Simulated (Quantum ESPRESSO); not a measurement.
Consider CaPd (Pm-3m).

```cif
data_structure
_symmetry_space_group_name_H-M 'P 1'
_symmetry_Int_Tables_number 1
_cell_length_a 3.5057
_cell_length_b 3.5057
_cell_length_c 3.5057
_cell_angle_alpha 90.000
_cell_angle_beta 90.000
_cell_angle_gamma 90.000
_cell_volume 43.08
loop_
_atom_site_label
_atom_site_type_symbol
_atom_site_fract_x
_atom_site_fract_y
_atom_site_fract_z
_atom_site_occupancy
Pd1 Pd 0.50000 0.50000 0.50000 1
Ca2 Ca 0.00000 0.00000 0.00000 1
```

Absorber: atom 1, with 8 Ca at 3.04 Å and 6 Pd at 3.51 Å (cube and octahedron, as in bcc, site symmetry m-3m). Method: Quantum ESPRESSO XSpectra, LDA, excited-electron core hole (neutral cell), 8-atom cell with 6.1 Å between holes, 5×5×5 k points, dipole transitions, Lorentzian half width 3.12 eV (not a setting of the program: the run's 0.4 eV curve was folded afterwards with a further Lorentzian).

Question: Predict the near-edge structure at the Pd K edge.

Main maxima up to 30 eV above the zero (height): 11.6 eV (1.25) and 28.1 eV (1.36). A K edge sees empty p states on the absorber. 

The Pd K spectrum (energy from the energy zero of the input (xe0, at the border of filled and empty states); intensity scaled to a mean of 1 over the first 20 eV; folded afterwards to Lorentzian half width 3.12 eV; the points at xe0, where the cut of filled states can leave a spike, are interpolated):

```tsv
E (eV)	intensity
-2.00	0.35
-1.25	0.41
-0.50	0.49
0.25	0.57
1.00	0.63
1.75	0.68
2.50	0.71
3.25	0.73
4.00	0.74
4.75	0.76
5.50	0.80
6.25	0.84
7.00	0.90
7.75	0.98
8.50	1.05
9.25	1.13
10.00	1.20
10.75	1.24
11.50	1.25
12.25	1.24
13.00	1.22
13.75	1.19
14.50	1.16
15.25	1.14
16.00	1.12
16.75	1.11
17.50	1.11
18.25	1.13
19.00	1.14
19.75	1.16
20.50	1.18
21.25	1.20
22.00	1.21
22.75	1.22
23.50	1.24
24.25	1.27
25.00	1.29
25.75	1.32
26.50	1.34
27.25	1.35
28.00	1.36
28.75	1.36
29.50	1.35
30.25	1.33
31.00	1.32
31.75	1.31
```

The holes are only 6.1 Å apart, so the shape is probably not converged with cell size; no larger cell was run here. Lifetime broadening is put in by hand, and intensities beyond about 20 eV depend on it and on the partial waves. The structure is a computed Materials Project entry and may be a hypothetical form.

[Banner, clock and machine lines of the logs are left out without a mark of their own.]

[Logs are printed without paths, hosts, clocks, repeated set-up lines and the standing remarks that a program may print on its own settings, such as how far it seeks lower states.]

[Hosts, paths, dates, database ids (printed as entryN), source tags and the programs' standing remarks are cut or masked in the printed files.]

[Lists of maxima count a maximum above −3 eV only where it reaches 4 % of the highest in the window and stands out from its surroundings by 2 % of it (1.5 % where it reaches 55 %); shoulders and weaker maxima are passed over, and of the rest the first, up to two pre-edge ones and the few strongest are named.]
